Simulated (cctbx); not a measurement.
**What is wrong with this refinement?**

Cell a = 5.3710 Å, b = 5.3710 Å, c = 19.5490 Å, α = 90.00°, β = 90.00°, γ = 90.00°; space group P4_12_12 (no. 92).

Simulated single-crystal data (cctbx): Mo Kα, λ = 0.71073 Å, to d = 0.77 Å, 80 % of the full sphere, strongest reflection 20000 counts, noise from counting, a 6 % proportional error and a noise floor of 2 counts (s.d.); no absorption.

An anisotropic refinement with weights 1/σ² prints:

```text
Rint 0.047, 641 unique reflections to 0.77 A
cycle     R1     wR2    GooF  max shift (A)
   1  0.1348  0.3975  11.135   0.02489
   2  0.1278  0.3642  10.203   0.00027
final R1 0.1278 wR2 0.3642 GooF 10.203  parameters 18  data/parameter 35.6
atom        x        y        z      Ueq    occ   su(xyz)  su(Uiso or U11)
Bi1    0.96958  0.98722  0.12676   0.0057  1.000  0.00040  0.0012
Ni1    0.15193  0.62329  0.04782   0.0107  1.000  0.00120  0.0031
difference map: max 31.42 min -4.43 rms 2.31
Q1    0.2133  0.3060  0.3152    8   32.36  2.15 A from Bi1
Q2    0.0327  0.0364  0.3728    8   23.72  0.11 A from Bi1
Q3    0.1311  0.3608  0.8011    8   15.11  0.10 A from Ni1
Q4    0.1966  0.2919  0.1854    8    6.57  1.26 A from Ni1
Q5    0.1366  0.6929  0.8140    8    5.34  1.88 A from Ni1
Q6    0.1646  0.3494  0.6859    8    4.13  2.20 A from Ni1
```

**Question.** Can this result stand? If not, what is the likely fault?

Mend it. The fault: an atom left out, P at (0.7118, 0.1914, 0.4349). Against the right model at the same level, R1 goes from 0.0123 to 0.1278 and GooF from 0.92 to 10.20, U of Bi1 shrinks from 0.0099 to 0.0057 Å² and the top difference peak, 32.4 e/Å³, lies 2.15 Å from Bi1. Q1 is the missing atom. With scattering power missing, scale and phases suffer, so peaks may also grow on the heavy atoms.

The compound is NiBiP. The right model at the same level gives:

```text
Rint 0.047, 641 unique reflections to 0.77 A
cycle     R1     wR2    GooF  max shift (A)
   1  0.0242  0.0776   2.191   0.00545
   2  0.0123  0.0325   0.917   0.00003
final R1 0.0123 wR2 0.0325 GooF 0.917  parameters 27  data/parameter 23.7
atom        x        y        z      Ueq    occ   su(xyz)  su(Uiso or U11)
Bi1    0.96945  0.98661  0.12669   0.0099  1.000  0.00004  0.0001
Ni1    0.14824  0.62301  0.04872   0.0093  1.000  0.00010  0.0003
P1     0.71141  0.19100  0.43490   0.0150  1.000  0.00023  0.0005
Flack x: -0.012(8)
Hooft y: -0.019(9)  Bijvoet pairs: 207
difference map: max 0.68 min -0.74 rms 0.18
Q1    0.9918  0.2927  0.7834    8    0.71  0.83 A from Ni1
Q2    0.0264  0.7087  0.2182    8    0.70  1.80 A from Ni1
Q3    0.9939  0.2845  0.4643    8    0.69  1.70 A from P1
Q4    0.0080  0.2585  0.2842    8    0.66  1.28 A from P1
Q5    0.0062  0.0260  0.0968    8    0.63  0.65 A from Bi1
Q6    0.9940  0.0216  0.6511    8    0.63  0.52 A from Bi1
```

Isotropic U is held between 0.0001 and 1 Å² by the program, and listed peak heights are interpolated, so they can pass the grid's maximum.

The model was made for the exercise: a known structure type with other elements put in, its volume estimated, not relaxed; displacement parameters are assumed.

[Middle refinement cycles are left out of these outputs.]

[Logs are printed without paths, hosts, clocks, repeated set-up lines and the standing remarks that a program may print on its own settings, such as how far it seeks lower states.]
